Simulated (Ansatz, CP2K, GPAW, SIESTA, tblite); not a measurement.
# Random packing of Pb (141 atoms) in CP2K

Aim: run random packing of Pb (141 atoms) in CP2K and see how near its forces come to a plane-wave reference, and at what cost.

Program: CP2K 2026.2. Level of theory: the method is named at each step. Results are calculated unless marked as measured.

## Step 1: The starting structure

The cell holds 141 atoms: 141 Pb. Its edges and angles: a = 16.375 Å, b = 16.375 Å, c = 16.375 Å, α = 90.0°, β = 90.0°, γ = 90.0°. 141 atoms (141 Pb) packed at random in a cube at 11 g/cm³ and pushed apart as soft spheres; a start for melting by ab initio MD, not an equilibrated structure. Then every atom was moved at random, 0.03 Å r.m.s. a Cartesian component.

The yardstick, on the same geometry:

```
method                 : Kohn-Sham DFT, PBE, PAW, plane waves (Ansatz 0.2.0); cutoff 420 eV, Γ point, fermi-dirac smearing of 0.05 eV; PAW set soft_2
r.m.s. force component : 1.159 eV/Å
longest force          : 4.235 eV/Å
pressure               : 12.95 GPa
SCF cycles             : 9
time                   : 2.7 min on 16 threads of Arm Neoverse N1, shared host
CPU time               : 42 min
```

## Step 2: PBE, DZVP-MOLOPT-SR, 350/50 Ry, diagonalisation

Method: Kohn-Sham DFT, PBE, GTH-PBE pseudopotentials, Gaussian and plane waves, DZVP-MOLOPT-SR-GTH, diagonalisation.

The input, input.inp:

```
&GLOBAL
  PROJECT cell
  RUN_TYPE ENERGY_FORCE
  PRINT_LEVEL LOW
&END GLOBAL
&FORCE_EVAL
  METHOD QS
  STRESS_TENSOR ANALYTICAL
  &DFT
    BASIS_SET_FILE_NAME BASIS_MOLOPT
    POTENTIAL_FILE_NAME GTH_POTENTIALS
    &MGRID
      CUTOFF 350
      REL_CUTOFF 50
    &END MGRID
    &QS
      EPS_DEFAULT 1.0E-12
    &END QS
    &SCF
      SCF_GUESS ATOMIC
      EPS_SCF 5.0E-06
      MAX_SCF 200
      ADDED_MOS 63
      &DIAGONALIZATION
        ALGORITHM STANDARD
      &END DIAGONALIZATION
      &SMEAR ON
        METHOD FERMI_DIRAC
        ELECTRONIC_TEMPERATURE [K] 580
      &END SMEAR
      &MIXING
        METHOD BROYDEN_MIXING
        ALPHA 0.15
        NBROYDEN 12
      &END MIXING
      &PRINT
        &RESTART OFF
        &END RESTART
      &END PRINT
    &END SCF
    &XC
      &XC_FUNCTIONAL PBE
      &END XC_FUNCTIONAL
    &END XC
    &PRINT
      &MULLIKEN ON
      &END MULLIKEN
      &HIRSHFELD ON
        SHAPE_FUNCTION DENSITY
      &END HIRSHFELD
      &MO ON
        EIGENVALUES T
        OCCUPATION_NUMBERS T
        MO_INDEX_RANGE 271 294
        &EACH
          QS_SCF 0
        &END EACH
        ADD_LAST NUMERIC
      &END MO
    &END PRINT
  &END DFT
  &SUBSYS
    &CELL
      A 16.37540 0.00000 0.00000
      B 0.00000 16.37540 0.00000
      C 0.00000 0.00000 16.37540
    &END CELL
    &TOPOLOGY
      COORD_FILE_NAME structure.xyz
      COORD_FILE_FORMAT XYZ
    &END TOPOLOGY
    &KIND Pb
      BASIS_SET DZVP-MOLOPT-SR-GTH-q4
      POTENTIAL GTH-PBE-q4
    &END KIND
  &END SUBSYS
  &PRINT
    &FORCES ON
    &END FORCES
    &STRESS_TENSOR ON
    &END STRESS_TENSOR
  &END PRINT
&END FORCE_EVAL
```

The input, structure.xyz:

```xyz
141

Pb 3.47224 2.71717 11.28527
Pb 11.95093 5.41240 1.73170
Pb 1.18623 6.45797 5.34035
Pb 7.26298 4.80945 14.34321
Pb 0.76997 5.39373 12.24307
Pb 15.61951 0.33078 13.17712
Pb 2.82165 1.59939 2.22935
Pb 0.06730 6.50824 15.98812
Pb 7.32357 15.36913 10.07922
Pb 5.55093 6.20333 16.08621
Pb 4.81322 12.37260 14.99020
Pb 4.63440 4.69663 1.91085
Pb 9.36919 7.31522 2.95641
Pb 0.38564 6.83853 2.63104
Pb 7.00949 0.22549 2.99604
Pb 13.90501 0.34225 15.43381
Pb 9.46154 3.33567 10.51333
Pb 11.75868 8.31559 4.56317
Pb 12.35082 4.09156 8.23404
Pb 12.63706 3.08169 12.83831
Pb 7.85757 14.29196 7.01178
Pb 9.87486 3.82038 13.58487
Pb 14.29507 12.55764 13.17843
Pb 14.65320 4.62671 1.90200
Pb 10.51399 10.47895 11.97042
Pb 11.96911 10.67578 7.34355
Pb 5.12141 3.81105 4.60100
Pb 1.95506 14.62127 7.28492
Pb 7.55725 12.97685 14.37269
Pb 0.74934 2.05773 5.15530
Pb 12.59334 1.87777 1.25190
Pb 1.96849 7.25774 13.92253
Pb 0.71462 9.36853 4.67223
Pb 9.83179 9.59860 9.33693
Pb 3.64926 15.78752 4.67452
Pb 15.79702 10.35597 11.68581
Pb 9.93577 0.45114 15.98517
Pb 15.18278 3.09986 7.03978
Pb 8.14578 11.82353 9.92775
Pb 5.05852 0.39645 11.39548
Pb 8.49801 7.72739 15.91820
Pb 7.40266 2.00451 11.96207
Pb 7.58492 11.49095 0.58673
Pb 1.26762 11.92096 6.53133
Pb 4.32327 11.03358 7.52237
Pb 0.93192 3.71656 2.44779
Pb 5.59466 8.26368 11.00542
Pb 6.10688 0.81468 6.01812
Pb 16.23130 12.98848 15.88840
Pb 11.07124 7.78323 7.55938
Pb 3.22202 11.05274 11.89263
Pb 1.35474 10.00946 13.73339
Pb 4.31361 6.28946 5.65262
Pb 13.14191 14.41887 2.54932
Pb 1.45774 2.28944 8.51111
Pb 10.36874 1.01036 13.22788
[... 81 atom lines left out ...]
Pb 8.87072 3.49795 3.76241
Pb 2.32236 6.13684 8.73906
Pb 0.25087 16.27977 10.12163
Pb 1.27532 7.78372 10.82725
```

Launch:

```console
$ OMP_NUM_THREADS=1 mpirun -np 4 cp2k.psmp -i input.inp > output.txt
```

Numbers of over 12 decimals in the logs are rounded to 6 here.

What it wrote:

```text
CP2K| version string:                                       CP2K version 2026.2
 CP2K| Input file name                                                 input.inp
 GLOBAL| Basis set file name                                        BASIS_MOLOPT
 GLOBAL| Potential file name                                      GTH_POTENTIALS
 GLOBAL| Run type                                                   ENERGY_FORCE
 GLOBAL| Total number of message passing processes                             4
 GLOBAL| Number of threads for this process                                    1
 TOTAL NUMBERS AND MAXIMUM NUMBERS
  Total number of            - Atomic kinds:                                   1
                             - Atoms:                                        141
                             - Shell sets:                                   141
                             - Shells:                                       705
                             - Primitive Cartesian functions:                705
                             - Cartesian basis functions:                   1974
                             - Spherical basis functions:                   1833
  Maximum angular momentum of- Orbital basis functions:                        2
                             - Local part of the GTH pseudopotential:          0
                             - Non-local part of the GTH pseudopotential:      4
 SCF PARAMETERS         Density guess:                                    ATOMIC
                        max_scf:                                             200
                        eps_scf:                                        5.00E-06
                        added MOs                                        63    0
                        Mixing method:                            BROYDEN_MIXING
                                                charge density mixing in g-space
                        Smear method:                                FERMI_DIRAC
                        Electronic temperature [K]:                        580.0
                        Electronic temperature [a.u.]:                  1.84E-03
                        Accuracy threshold:                             1.00E-10
 Extrapolation method: initial_guess
 Number of electrons:                                                        564
 Number of occupied orbitals:                                                282
 Number of molecular orbitals:                                               345
 Number of orbital functions:                                               1833
 Number of independent orbital functions:                                   1833
 SCF WAVEFUNCTION OPTIMIZATION
  Step     Update method      Time    Convergence         Total energy    Change
     1 NoMix/Diag. 0.15E+00   13.0     0.42963634      -512.4299241557 -5.12E+02
     2 Broy./Diag. 0.15E+00   17.3     0.02298508      -504.7819274129  7.65E+00
     3 Broy./Diag. 0.15E+00   17.3     0.05295314      -502.8243611734  1.96E+00
     4 Broy./Diag. 0.15E+00   17.7     0.01355836      -501.8251410844  9.99E-01
[...]
14 Broy./Diag. 0.15E+00   18.2     0.00001240      -501.0268017305 -3.83E-04
    15 Broy./Diag. 0.15E+00   18.3     0.00000442      -501.0269876553 -1.86E-04
  *** SCF run converged in    15 steps ***
  Electronic density on regular grids:       -563.9999999997        0.0000000003
  Core density on regular grids:              563.9999999969       -0.0000000031
  Total charge density on r-space grids:       -0.0000000028
  Total charge density g-space grids:          -0.0000000028
  Overlap energy of the core charge distribution:               4.73521e-07
  Self energy of the core charge distribution:              -1030.616762
  Core Hamiltonian energy:                                    219.355453
  Hartree energy:                                             455.718091
  Exchange-correlation energy:                               -145.461780
  Electronic entropic energy:                                  -0.021991
  Fermi energy:                                                 0.155957
  Total energy:                                              -501.026988
  Total energy (extrapolated to T->0):                       -501.015992
 MO| EIGENVALUES AND OCCUPATION NUMBERS
 MO|
 MO|  Index      Eigenvalue [a.u.]        Eigenvalue [eV]             Occupation
 MO|    271               0.144521               3.932625               1.996053
 MO|    272               0.145802               3.967482               1.992087
 MO|    273               0.146918               3.997835               1.985524
[...]
MO|    293               0.165950               4.515740               0.008633
 MO|    294               0.166245               4.523749               0.007360
 MO| Sum:                                                             564.000000
 MO| E(Fermi):            0.155957 a.u.          4.243797 eV
 !-----------------------------------------------------------------------------!
                     Mulliken Population Analysis
 #  Atom  Element  Kind  Atomic population                           Net charge
       1     Pb       1          3.932168                              0.067832
       2     Pb       1          4.025979                             -0.025979
       3     Pb       1          3.778108                              0.221892
[...]
140     Pb       1          3.842104                              0.157896
     141     Pb       1          4.057348                             -0.057348
 # Total charge                            564.000000                  0.000000
 !-----------------------------------------------------------------------------!
 !-----------------------------------------------------------------------------!
                           Hirshfeld Charges
  #Atom  Element  Kind  Ref Charge     Population                    Net charge
      1       Pb     1       4.000          4.001                        -0.001
      2       Pb     1       4.000          4.014                        -0.014
      3       Pb     1       4.000          3.981                         0.019
[...]
140       Pb     1       4.000          3.939                         0.061
    141       Pb     1       4.000          4.000                         0.000
  Total Charge                                                           -0.000
 !-----------------------------------------------------------------------------!
 ENERGY| Total FORCE_EVAL ( QS ) energy [hartree]           -501.027220
 FORCES| Atomic forces [hartree/bohr]
 FORCES|   Atom     x               y               z               |f|
 FORCES|      1 -1.37906413E-02 -1.75754324E-03 -1.67820288E-02   2.17923665E-02
 FORCES|      2 -8.74946033E-03  2.72949902E-03  4.05776073E-02   4.15998250E-02
 FORCES|      3  2.43090809E-02 -3.04461912E-02 -5.03758732E-04   3.89635181E-02
[...]
FORCES|    140 -1.39184586E-03 -6.03266669E-03  7.82021613E-03   9.97427103E-03
 FORCES|    141 -1.04220443E-02  3.77955464E-03  1.57806433E-02   1.92855580E-02
 FORCES| Sum    -4.34716247E-08 -1.22844314E-07  1.28543814E-07
 FORCES| Total atomic force                                       1.83041033E-07
 STRESS| Analytical stress tensor [bar]
 STRESS|                        x                   y                   z
 STRESS|      x        1.23840935852E+05  -3.01724785882E+03  -8.66082270584E+03
 STRESS|      y       -3.01724785882E+03   1.13654065697E+05   2.09532769144E+03
 STRESS|      z       -8.66082270584E+03   2.09532769144E+03   1.19074046932E+05
 STRESS| 1/3 Trace                                             1.18856349494E+05
```

Run time: 5.2 min. Hardware: 4 MPI ranks of Arm Neoverse N1, shared host; peak memory 8.9 GiB.

Banners, paths, timers and routine set-up lines are dropped from the logs unmarked, and long logs keep their key lines alone; longer cuts are marked.

Against the reference:

```yaml
r_m_s_force_component: 1.057 eV/Å
r_m_s_difference_of_force_components: 114.4 meV/Å
longest_difference_of_force_vectors: 415.8 meV/Å
force_difference_over_r_m_s_force: 9.871 %
slope_of_forces_against_the_reference_s: 0.9111
correlation_of_force_components: 0.9989
pressure: 11.89 GPa
pressure_difference: -1.06 GPa
```

A closer look about Pb98, which bears the longest force: 12 atoms, nearest first, numbered in the order of the input, with positions taken from that point.

```tsv
atom	x	y	z	distance (Å)	Hirshfeld charge (e)	Fx	Fy	Fz (eV/Å)
Pb98	0.00	0.00	0.00	0.00	-0.03	2.17	0.83	3.07
Pb38	0.18	-1.97	-1.89	2.74	-0.02	0.45	-1.93	-1.38
Pb116	-0.83	0.55	-2.59	2.77	0.00	-1.61	-0.18	-2.71
Pb61	-1.02	-2.37	1.14	2.82	-0.01	1.21	-1.43	0.83
Pb103	1.33	2.21	-1.24	2.86	-0.02	1.03	2.27	0.51
Pb66	-0.78	2.45	1.25	2.86	-0.02	-0.03	0.55	0.63
Pb19	-2.65	-0.98	-0.70	2.91	-0.01	-3.19	1.50	-0.08
Pb134	-0.68	0.34	3.21	3.30	0.00	-0.84	-1.02	0.49
Pb139	3.69	1.06	-0.19	3.85	-0.03	-0.07	-1.53	0.88
Pb5	2.14	0.32	3.31	3.96	0.00	0.54	-2.66	-0.10
Pb97	-1.18	3.45	-1.61	3.99	-0.01	0.92	0.53	-0.05
Pb55	2.83	-2.78	-0.42	3.99	0.04	0.22	0.44	1.12
```

Forces lie 9.9 % from the reference's, at 0.50 times its CPU time (on 4 against 16 cores).

## Step 3: GFN1-xTB, diagonalisation

Method: GFN1-xTB tight binding (the program's own implementation), diagonalisation.

The input, input.inp:

```
&GLOBAL
  PROJECT cell
  RUN_TYPE ENERGY_FORCE
  PRINT_LEVEL LOW
&END GLOBAL
&FORCE_EVAL
  METHOD QS
  STRESS_TENSOR ANALYTICAL
  &DFT
    &QS
      METHOD XTB
      &XTB
        GFN_TYPE 1
        DO_EWALD T
        CHECK_ATOMIC_CHARGES F
      &END XTB
    &END QS
    &SCF
      SCF_GUESS ATOMIC
      EPS_SCF 1.0E-06
      MAX_SCF 200
      ADDED_MOS 105
      &DIAGONALIZATION
        ALGORITHM STANDARD
      &END DIAGONALIZATION
      &SMEAR ON
        METHOD FERMI_DIRAC
        ELECTRONIC_TEMPERATURE [K] 580
      &END SMEAR
      &MIXING
        METHOD BROYDEN_MIXING
        ALPHA 0.15
        NBROYDEN 8
      &END MIXING
      &PRINT
        &RESTART OFF
        &END RESTART
      &END PRINT
    &END SCF
    &PRINT
      &MULLIKEN ON
      &END MULLIKEN
    &END PRINT
  &END DFT
  &SUBSYS
    &CELL
      A 16.37540 0.00000 0.00000
      B 0.00000 16.37540 0.00000
      C 0.00000 0.00000 16.37540
    &END CELL
    &COORD
      Pb 3.47224 2.71717 11.28527
      Pb 11.95093 5.41240 1.73170
      Pb 1.18623 6.45797 5.34035
      Pb 7.26298 4.80945 14.34321
      Pb 0.76997 5.39373 12.24307
      Pb 15.61951 0.33078 13.17712
      Pb 2.82165 1.59939 2.22935
      Pb 0.06730 6.50824 15.98812
      Pb 7.32357 15.36913 10.07922
      Pb 5.55093 6.20333 16.08621
      Pb 4.81322 12.37260 14.99020
      Pb 4.63440 4.69663 1.91085
      Pb 9.36919 7.31522 2.95641
      Pb 0.38564 6.83853 2.63104
      Pb 7.00949 0.22549 2.99604
      Pb 13.90501 0.34225 15.43381
      Pb 9.46154 3.33567 10.51333
      Pb 11.75868 8.31559 4.56317
      Pb 12.35082 4.09156 8.23404
      Pb 12.63706 3.08169 12.83831
[... 117 atom lines left out ...]
      Pb 8.87072 3.49795 3.76241
      Pb 2.32236 6.13684 8.73906
      Pb 0.25087 16.27977 10.12163
      Pb 1.27532 7.78372 10.82725
    &END COORD
  &END SUBSYS
  &PRINT
    &FORCES ON
    &END FORCES
    &STRESS_TENSOR ON
    &END STRESS_TENSOR
  &END PRINT
&END FORCE_EVAL
```

Launch:

```console
$ OMP_NUM_THREADS=1 cp2k.psmp -i input.inp > output.txt
```

What it wrote:

```text
CP2K| version string:                                       CP2K version 2026.2
 CP2K| Input file name                                                 input.inp
 GLOBAL| Basis set file name                                           BASIS_SET
 GLOBAL| Potential file name                                           POTENTIAL
 GLOBAL| Run type                                                   ENERGY_FORCE
 GLOBAL| Total number of message passing processes                             1
 GLOBAL| Number of threads for this process                                    1
                  #####   #####        #          ####### ######
                 #     # #     #      #              #    #     #
                 #     # #           #    ##   ##    #    #     #
[... lines left out ...]
                        Smear method:                                FERMI_DIRAC
[... lines left out ...]
 Number of electrons:                                                        564
[... lines left out ...]
  Step     Update method      Time    Convergence         Total energy    Change
[... lines left out ...]
  *** SCF run converged in   147 steps ***
[... lines left out ...]
  Fermi energy:                                                -0.234109
  Total energy:                                              -230.075421
  Total energy (extrapolated to T->0):                       -230.067068
 MULLIKEN POPULATION ANALYSIS
  # Atom   Element   Kind        Atomic population                    Net charge
       1     Pb         1                 4.051716                     -0.051716
       2     Pb         1                 3.895790                      0.104210
       3     Pb         1                 4.095003                     -0.095003
[...]
140     Pb         1                 4.101136                     -0.101136
     141     Pb         1                 3.921314                      0.078686
 # Total charge                         564.000000                      0.000000
 ENERGY| Total FORCE_EVAL ( QS ) energy [hartree]           -230.075421
 FORCES| Atomic forces [hartree/bohr]
 FORCES|   Atom     x               y               z               |f|
 FORCES|      1 -2.69908443E-02 -9.35323937E-03 -3.05308806E-02   4.18105660E-02
 FORCES|      2 -9.39319608E-03  7.93256029E-03  5.01757294E-02   5.16600568E-02
 FORCES|      3  3.18021358E-02 -2.69283193E-02 -7.24285468E-03   4.22962074E-02
[...]
FORCES|    140 -2.33606599E-03 -1.01679472E-02  9.45356385E-03   1.40788573E-02
 FORCES|    141 -2.25973226E-02  2.61522554E-04  2.48070993E-02   3.35574069E-02
 FORCES| Sum     3.47291640E-15 -1.17175150E-15 -7.14706072E-16
 FORCES| Total atomic force                                       3.73429440E-15
 STRESS| Analytical stress tensor [bar]
 STRESS|                        x                   y                   z
 STRESS|      x        1.51551374163E+05  -8.38809188616E+03  -1.07092164129E+04
 STRESS|      y       -8.38809188616E+03   1.38401113219E+05   4.20214942422E+03
 STRESS|      z       -1.07092164129E+04   4.20214942422E+03   1.43171910946E+05
 STRESS| 1/3 Trace                                             1.44374799443E+05
```

The job ended after 45 s (1 thread; peak memory 0.24 GiB).

Numbers from this run, and their distance from the reference:

```
r.m.s. force component                  : 1.431 eV/Å
r.m.s. difference of force components   : 376.4 meV/Å
longest difference of force vectors     : 1273 meV/Å
force difference over r.m.s. force      : 32.47 %
slope of forces against the reference's : 1.209
correlation of force components         : 0.9795
pressure                                : 14.44 GPa
pressure difference                     : 1.491 GPa
```

Against the first run (9.9 %), the force difference from the reference is 32 %, at 0.036 times the CPU time (on 1 against 4 cores) (147 SCF steps against 15); the model has changed, so this is no error of the program alone.

[end of part 1 of 2]

[Also dropped from logs without a mark: logging warnings of Python, and SIESTA's first energy breakdown and zero terms.]

[Logs are printed without paths, hosts, clocks, repeated set-up lines and the standing remarks that a program may print on its own settings, such as how far it seeks lower states.]

[Hosts, paths, dates, database ids (printed as entryN), source tags and the programs' standing remarks are cut or masked in the printed files.]
